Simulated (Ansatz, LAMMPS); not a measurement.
# Relaxing a frame of liquid ethanol from 300 K (108 atoms), part 3 of 3

How does a frame of liquid ethanol from 300 K (108 atoms) relax, and what do bonds, charges and levels look like afterwards?

Ansatz 0.2.0; Kohn-Sham DFT, PBE+D4, PAW (set soft_2), plane waves.

The cell: 24 C, 12 O and 72 H. The network of contacts between molecules at the start is that of the classical potential that made the cell. The density was typed from a rule of thumb and may lie off the real one at this temperature. The Brillouin zone is sampled at Γ only, in a cell whose shortest periodic width is 11 Å.

So far, density (g/cm³): step 5 (local order after relaxation) 0.79.

## 6. Single point at the relaxed geometry

The electronic structure is read at the final geometry, in a run of its own.

Input file input.yaml:

```yaml
crystal:
  lattice:
    - [10.51326, 0.0, 0.0]
    - [0.0, 10.51326, 0.0]
    - [0.0, 0.0, 10.51326]
  atoms:
    - { symbol: C, position: [0.83563, 0.5333, 0.90256] }
    - { symbol: C, position: [0.76742, 0.58336, 0.02005] }
    - { symbol: O, position: [0.78368, 0.504, 0.12906] }
    - { symbol: H, position: [0.93792, 0.52215, 0.92089] }
    - { symbol: H, position: [0.79733, 0.44062, 0.87321] }
    - { symbol: H, position: [0.8238, 0.59987, 0.82278] }
    - { symbol: H, position: [0.80451, 0.67768, 0.04624] }
    - { symbol: H, position: [0.66501, 0.59516, 0.99978] }
    - { symbol: H, position: [0.73414, 0.42295, 0.11648] }
    - { symbol: C, position: [0.81689, 0.54666, 0.52481] }
    - { symbol: C, position: [0.78213, 0.41934, 0.4657] }
    - { symbol: O, position: [0.89191, 0.34339, 0.43783] }
    - { symbol: H, position: [0.73095, 0.6019, 0.54672] }
    - { symbol: H, position: [0.87026, 0.53266, 0.61346] }
    - { symbol: H, position: [0.87577, 0.6028, 0.45925] }
    - { symbol: H, position: [0.72327, 0.36293, 0.53123] }
    - { symbol: H, position: [0.72657, 0.4343, 0.37795] }
    - { symbol: H, position: [0.94248, 0.38949, 0.37153] }
    - { symbol: C, position: [0.25243, 0.06714, 0.4036] }
    - { symbol: C, position: [0.38309, 0.07754, 0.34183] }
    - { symbol: O, position: [0.39289, 0.00683, 0.22631] }
    - { symbol: H, position: [0.23269, 0.96858, 0.43223] }
    - { symbol: H, position: [0.24693, 0.12652, 0.4896] }
    - { symbol: H, position: [0.17761, 0.09817, 0.33756] }
    - { symbol: H, position: [0.40361, 0.17693, 0.31645] }
    - { symbol: H, position: [0.45738, 0.0474, 0.41007] }
    - { symbol: H, position: [0.38836, 0.91591, 0.24818] }
    - { symbol: C, position: [0.81364, 0.12999, 0.13186] }
    - { symbol: C, position: [0.68847, 0.18496, 0.1795] }
    - { symbol: O, position: [0.64698, 0.29334, 0.10688] }
    - { symbol: H, position: [0.89018, 0.20093, 0.13762] }
    - { symbol: H, position: [0.84161, 0.04802, 0.19059] }
    - { symbol: H, position: [0.80588, 0.09828, 0.03253] }
    - { symbol: H, position: [0.61301, 0.11219, 0.17844] }
    - { symbol: H, position: [0.6991, 0.21807, 0.27807] }
    - { symbol: H, position: [0.62252, 0.26245, 0.02024] }
    - { symbol: C, position: [0.09011, 0.77269, 0.62841] }
    - { symbol: C, position: [0.16511, 0.68316, 0.54315] }
    - { symbol: O, position: [0.2965, 0.71943, 0.53283] }
    - { symbol: H, position: [0.12813, 0.77135, 0.72573] }
    - { symbol: H, position: [0.09424, 0.87079, 0.59285] }
    - { symbol: H, position: [0.98984, 0.74352, 0.63253] }
    - { symbol: H, position: [0.15802, 0.58447, 0.57821] }
    - { symbol: H, position: [0.127, 0.68355, 0.44579] }
    - { symbol: H, position: [0.33405, 0.71047, 0.61844] }
    - { symbol: C, position: [0.42954, 0.0657, 0.76071] }
    - { symbol: C, position: [0.49142, 0.0981, 0.88738] }
    - { symbol: O, position: [0.57768, 0.20387, 0.87726] }
    - { symbol: H, position: [0.36388, 0.98502, 0.77157] }
    - { symbol: H, position: [0.37582, 0.14727, 0.72354] }
    - { symbol: H, position: [0.50112, 0.03878, 0.68946] }
    - { symbol: H, position: [0.41952, 0.12527, 0.95817] }
    - { symbol: H, position: [0.54153, 0.01428, 0.92614] }
    - { symbol: H, position: [0.65392, 0.17493, 0.82887] }
    - { symbol: C, position: [0.61133, 0.75651, 0.31611] }
    - { symbol: C, position: [0.50039, 0.6765, 0.26973] }
    - { symbol: O, position: [0.37993, 0.7414, 0.28241] }
    - { symbol: H, position: [0.60249, 0.77729, 0.41819] }
    - { symbol: H, position: [0.70089, 0.70494, 0.30067] }
    - { symbol: H, position: [0.61575, 0.84738, 0.2646] }
    - { symbol: H, position: [0.51113, 0.65438, 0.16806] }
    - { symbol: H, position: [0.49601, 0.585, 0.32069] }
    - { symbol: H, position: [0.35284, 0.73423, 0.37259] }
    - { symbol: C, position: [0.78169, 0.98411, 0.56663] }
    - { symbol: C, position: [0.79774, 0.99054, 0.71037] }
    - { symbol: O, position: [0.78846, 0.11737, 0.75898] }
    - { symbol: H, position: [0.68887, 0.02243, 0.53753] }
    - { symbol: H, position: [0.85628, 0.03914, 0.51837] }
    - { symbol: H, position: [0.78803, 0.88509, 0.5335] }
    - { symbol: H, position: [0.72294, 0.93508, 0.75823] }
    - { symbol: H, position: [0.88998, 0.94885, 0.73836] }
    - { symbol: H, position: [0.85966, 0.16806, 0.72166] }
    - { symbol: C, position: [0.10634, 0.25133, 0.83934] }
    - { symbol: C, position: [0.07862, 0.31026, 0.71069] }
    - { symbol: O, position: [0.98466, 0.23574, 0.6468] }
    - { symbol: H, position: [0.14072, 0.15334, 0.82842] }
    - { symbol: H, position: [0.17969, 0.30609, 0.88971] }
    - { symbol: H, position: [0.02044, 0.2493, 0.89878] }
    [... 24 atom lines left out ...]
    - { symbol: H, position: [0.20917, 0.35861, 0.3443] }
    - { symbol: H, position: [0.30238, 0.37371, 0.2039] }
    - { symbol: H, position: [0.25379, 0.51229, 0.28799] }
    - { symbol: H, position: [0.12192, 0.4804, 0.09288] }
    - { symbol: H, position: [0.0768, 0.32635, 0.14719] }
    - { symbol: H, position: [0.92694, 0.48853, 0.19788] }
kpoints:
  mp_grid: { grid: [1, 1, 1] }
hamiltonian:
  xc: pbe
  dispersion: d4
scf:
  occupations: { method: fixed }
output:
  forces: true
  stress: true
  populations: true
  dos:
    method: { smearing: { sigma: 0.1 } }
    de: 0.1
    projected: { site_lists: { C: [C], H: [H], O: [O] } }
  eigenvalues: true
  write_density: true
  write_potential: true
  volumetric_format: npy
  elf: true
```

Started as:

```sh
$ ansatz run input.yaml --threads 4 --pin off --max-ram 8192MiB --backend cpu --events-out ev --progress --plain --runs-dir out
```

Numbers of over 12 decimals in the logs are rounded to 6 here.

What it wrote:

```text
[...]
Crystal: 108 atoms, lattice volume = 1162.016 Å³
Basis set: ecut = 420 eV, 22743 PW (Γ), exchange–correlation on 144×144×144 points (8 copies of the dense FFT grid, shifted against one another)
Bands: 228, of which v1, the nominal top of the filled ones, is band 120 counted from 1 (119 counted from 0)
Symmetry: 1 space group operations
[...]
k-points: 1
[...]
SCF iter   1: F=—  HF=-13990.604251 eV  |F-HF|=—  |Δ(HF+E_count)|=         —  Δρ=3.73e-3  dr2=2.29e-1  ethr=1.77e-3  ⟨swp⟩=4.0  Hψ=789  notcnv=0  defer=106
[...]
SCF iter   9: F=-13990.579409 eV  HF=-13990.579409 eV  |F-HF|=8.74e-9  |Δ(HF+E_count)|=   1.07e-8  Δρ=1.19e-6  dr2=1.77e-8  ethr=4.17e-11  ⟨swp⟩=21.0  Hψ=2251  notcnv=0
SCF 1 converged in 9 iterations: F = -13990.579409 eV  dr2 = 1.77e-8
[...]
WARN: The input density's exchange-correlation potential varies sharply where the density is thin. Do not read a vacuum level from v_tot or v_xc, or from such a field of the output density. On a cell that repeats whose density bears no net charge and no dipole along the vacuum's axis use v_es (v_loc + v_h of the components); [...]
SCF converged after 9 iterations
Free energy (F): -13990.579409 eV
[...]
Internal energy: -13990.579409 eV  (E = F + TS)
E sigma→0 (E₀):  -13990.579409 eV
Fermi energy:    -1.963822 eV
[...]
--- Forces (eV/Å), atoms counted from 1 ---
  atom   1  C     -0.00004773     0.00277161     0.00014889
  atom   2  C     -0.00362598     0.00404483    -0.00817745
  atom   3  O      0.00056636    -0.00728770     0.00664010
  atom   4  H      0.00209105    -0.00059604     0.00097810
  atom   5  H     -0.00103489    -0.00258678    -0.00046174
  atom   6  H     -0.00013048    -0.00040339    -0.00014169
  atom   7  H      0.00074516    -0.00076706     0.00072787
  atom   8  H      0.00237831    -0.00084720     0.00104476
  atom   9  H      0.00156480     0.00566651    -0.00145169
  atom  10  C      0.00640226     0.00449778    -0.00532509
  atom  11  C     -0.01749357     0.00770340     0.00599751
  atom  12  O      0.01952580    -0.02150454    -0.00919347
  atom  13  H     -0.00660240     0.00362373     0.00010668
  atom  14  H      0.00725740    -0.00018334     0.00618606
[...]
atom 107  H     -0.00100185    -0.00223840     0.00021101
  atom 108  H     -0.00019554     0.00115130    -0.00491915
  max |Σ_I F_I| component: 3.33e-5 eV/Å
--- Stress (GPa, compression-positive) ---
       -0.246100      -0.008096       0.016906
       -0.008097      -0.261490       0.032271
        0.016906       0.032271      -0.511132
  P = ⅓ Tr σ = -0.3396 GPa (-3.396 kbar)
--- Band table (eV) ---
[...]
--- Löwdin populations: 108 sites ---
  site symbol       q [e]
     0      C      4.4664
     1      C      4.0419
     2      O      6.5186
[...]
107      H      0.6259
  spilling = 0.013548 (of n_electrons = 240.000000)
```

Elapsed: 13 s, on 4 threads of Arm Neoverse V1, shared host; peak memory 1.1 GiB; 47 s of CPU time.

The program notes that the exchange-correlation potential is rough where the density is thin.

Numbers from this run:

```yaml
free_energy: -13990.5794 eV
free_energy_per_atom: -129.5424 eV/atom
scf_cycles: 9
pressure: -0.3396 GPa
r_m_s_force_component: 0.00515 eV/Å
longest_force: 0.03047 eV/Å
fermi_energy: -1.964 eV
spacing_of_highest_filled_and_lowest_empty_level: 4.83 eV
spilling_of_the_projection: 0.01355
```

Löwdin charges by element (they lack the spilled electrons, 0.030 e an atom on average):

```csv
element,coordination,atoms,mean charge (e),spread,least,most
C,all,24,-0.252,0.211,-0.469,-0.0296
H,all,72,0.216,0.0738,0.155,0.392
O,all,12,-0.523,0.0081,-0.539,-0.513
```

States in the cell by windows of 1 eV, zero at the Fermi level; the larger projections on atomic orbitals stand beside the total:

```csv
from (eV),to (eV),total,C p,H s,O p,C s
-14,-13,0.0,0.0,0.0,0.0,0.0
-13,-12,24.0,2.0,6.5,1.1,13.0
-12,-10,0.0,0.0,0.0,0.0,0.0
-10,-9,20.6,3.2,6.5,3.4,6.8
-9,-8,3.4,0.5,1.1,0.5,1.2
-8,-7,5.2,1.5,1.2,2.2,0.1
-7,-6,18.5,6.7,4.0,6.7,0.4
-6,-5,20.3,11.2,4.6,3.8,0.0
-5,-4,24.9,14.1,4.5,5.4,0.2
-4,-3,34.5,17.7,9.7,6.1,0.1
-3,-2,27.4,12.2,9.3,5.2,0.0
-2,-1,13.3,3.6,3.3,5.7,0.0
-1,0,22.6,2.7,2.4,17.0,0.2
0,1,1.4,0.2,0.1,1.1,0.0
1,4,0.0,0.0,0.0,0.0,0.0
4,5,1.9,0.2,0.8,0.0,0.3
```

With fixed occupations the program's Fermi level is the highest filled level; weight inside the gap is the broadening of levels at its edges.

Between -20 and -14 eV lie 24 more states.

The levels nearest the highest filled one (over half full), pooled over k-points and spins:

```csv
level less the highest filled one (eV),occupation
-0.466,2
-0.423,2
-0.386,2
-0.331,2
-0.311,2
0,2
4.83,0
5.46,0
5.54,0
5.67,0
5.76,0
5.82,0
```

Valence density in the ac plane at fractional y = 0.112, with atoms of H and C and O within 0.2 Å of it. It is the smooth field of the valence electrons, not physical close to the nuclei.

Ten steps, logarithmic in the rise over the least value, from '0' (0.0 e/Å³) to '9' (6.5 e/Å³), each cell a mean:
```
000000000013665432100012221000
000000000013677654211000000000
001221100012467665321111110000
012333100013466654322234431000
001332100124566532222468863100
001111000246665421112489974200
000000000246665321001478864210
100000000134443210001245542111
110000000011111110000112211111
100000000000000000000111111001
000001222100000000001111111100
000002455310000000001111121100
000013576421111000000000111000
000024566543332100000000000000
000135666555553200000000000000
000246655567753100000000000000
000134433456653100011100000000
000011111234431001222211111000
000000000122221013554333443210
000000000011110024765556665310
000000000000000013554456775310
000000000000000001222346765310
000000000000010000001236763200
000000000002332110000124542100
```
Columns run along a (10.5 Å), rows up along c (10.5 Å). Atoms in or near the plane, at fractional coordinates: H at (0.25, 0.49), H at (0.18, 0.34), C at (0.81, 0.13), H at (0.81, 0.03), H at (0.61, 0.18), C at (0.49, 0.89), H at (0.42, 0.96), O at (0.79, 0.76).

ELF in the ac plane at fractional y = 0.112, with atoms of H and C and O within 0.2 Å of it. It is the smooth field of the valence electrons, not physical close to the nuclei.

Values in units of 1e-1, 13 rows by 16 columns, each cell a mean:
```
0.1 0.4 0.7 0.2 0.2 6.4 9.9 9.1 4.3 1.7 0.7 0.4 3.6 4.3 1.3 0.0
1.0 5.8 8.6 4.6 0.1 1.1 5.6 5.8 3.9 3.6 2.2 1.1 4.1 4.0 1.1 0.1
0.9 7.3 9.7 5.0 0.6 4.3 6.5 7.4 4.0 1.2 1.5 5.3 7.7 7.9 3.5 0.1
0.8 0.9 2.6 0.5 2.3 8.8 9.2 6.4 5.2 0.8 0.8 6.5 6.7 6.4 2.9 0.6
4.7 1.3 0.0 0.1 0.6 4.2 4.8 4.1 6.0 1.1 0.2 1.1 2.0 1.3 0.4 2.2
2.0 0.5 1.2 6.6 6.2 1.6 0.1 0.3 0.4 0.3 3.9 3.7 1.7 3.8 1.7 0.5
0.1 0.2 3.6 9.5 9.7 4.3 1.0 4.0 2.3 0.2 3.9 4.1 2.3 7.2 4.8 0.3
0.1 2.7 6.0 7.6 6.9 5.6 4.5 7.9 5.8 0.4 0.1 0.2 0.2 1.0 0.6 0.0
0.5 7.8 9.9 9.4 5.8 6.5 6.7 5.8 1.7 0.1 0.6 0.8 0.1 0.1 0.1 0.0
0.1 3.5 7.9 5.6 1.0 2.2 3.6 1.8 0.4 4.7 4.8 2.1 1.5 3.8 2.8 0.5
0.1 0.0 0.2 0.1 0.3 1.5 2.0 0.8 2.4 9.8 9.4 5.8 6.0 6.9 5.5 1.7
0.1 0.0 0.1 0.1 0.1 0.5 0.5 0.2 1.0 6.0 5.7 4.2 6.3 5.3 4.6 1.5
0.0 0.0 0.0 0.0 0.1 2.8 6.7 5.6 1.1 0.2 0.2 2.7 9.5 9.7 4.6 0.3
```
Columns run along a (10.5 Å), rows up along c (10.5 Å). Atoms in or near the plane, at fractional coordinates: H at (0.25, 0.49), H at (0.18, 0.34), C at (0.81, 0.13), H at (0.81, 0.03), H at (0.61, 0.18), C at (0.49, 0.89), H at (0.42, 0.96), O at (0.79, 0.76).

Mean Löwdin charges: C -0.25, H +0.22, O -0.52 e (they miss 1.4 % of the electrons, so they add up to more than the cell's charge). The largest share in the top eV of filled states is O p (76 % of the projected weight), and in the lowest eV of empty states H s (57 % of the projected weight).

A closer look about C92, picked at random: 9 atoms, nearest first, numbered in the order of the input, with positions taken from that point.

```csv
atom,x,y,z,distance (Å),bonds,Löwdin charge (e)
C92,0.00,0.00,0.00,0.00,4,-0.04
H98,-0.58,-0.50,-0.79,1.10,1,0.18
H97,-0.47,-0.25,0.96,1.10,1,0.18
O93,1.31,-0.58,-0.05,1.44,2,-0.53
C91,0.02,1.51,-0.22,1.52,4,-0.47
H99,1.73,-0.44,0.82,1.97,1,0.39
H94,-1.00,1.91,-0.17,2.17,1,0.19
H96,0.43,1.75,-1.21,2.17,1,0.18
H95,0.63,2.01,0.54,2.17,1,0.20
```

The column of bonds counts only the pairs H-C within 1.34 Å, H-O within 1.21 Å, C-C within 1.85 Å, C-O within 1.73 Å; other neighbours, such as metal atoms beside each other in a compound, aren't counted, and periodic images can show an atom twice.

## 7. Summary of results

| Quantity | Value |
| --- | --- |
| energy change in the relaxation | -47.09 meV/atom |
| r.m.s. displacement | 0.93 Å |
| largest displacement | 2.018 Å |
| free energy per atom | -129.5424 eV/atom |
| pressure | -0.3396 GPa |
| r.m.s. force component | 0.00515 eV/Å |
| gap (highest filled to lowest empty level) | 4.83 eV |
| wall time of the 3 DFT runs | 3.8 min |

What this shows: Relaxation lowers the energy by 47.1 meV/atom and moves atoms by 0.93 Å r.m.s.; the r.m.s. force component goes from 0.85 to 0.0052 eV/Å, the pressure goes from 2.1 to -0.34 GPa, and the gap from 4.56 to 4.83 eV. By the final cutoffs no bond was broken or made. From the first step to the last the energy fell by 5.086 eV, and the largest move was 2.02 Å (H98). The H-O bonds go from 0.981 Å (spread 0.019) to 0.995 Å (spread 0.008). With the cutoffs above, all C atoms have 4, all H atoms have 1 and all O atoms have 2 bonded neighbours. Between filled and empty levels lie 4.83 eV (at Γ alone); a semilocal functional tends to put such gaps too low. In a disordered cell it changes from sample to sample and from frame to frame.

What to keep in mind: The network of contacts between molecules at the start is that of the classical potential that made the cell; in DFT atoms moved by 0.93 Å r.m.s.

[Logs are printed without paths, hosts, clocks, repeated set-up lines and the standing remarks that a program may print on its own settings, such as how far it seeks lower states.]

[Hosts, paths, dates, database ids (printed as entryN), source tags and the programs' standing remarks are cut or masked in the printed files.]
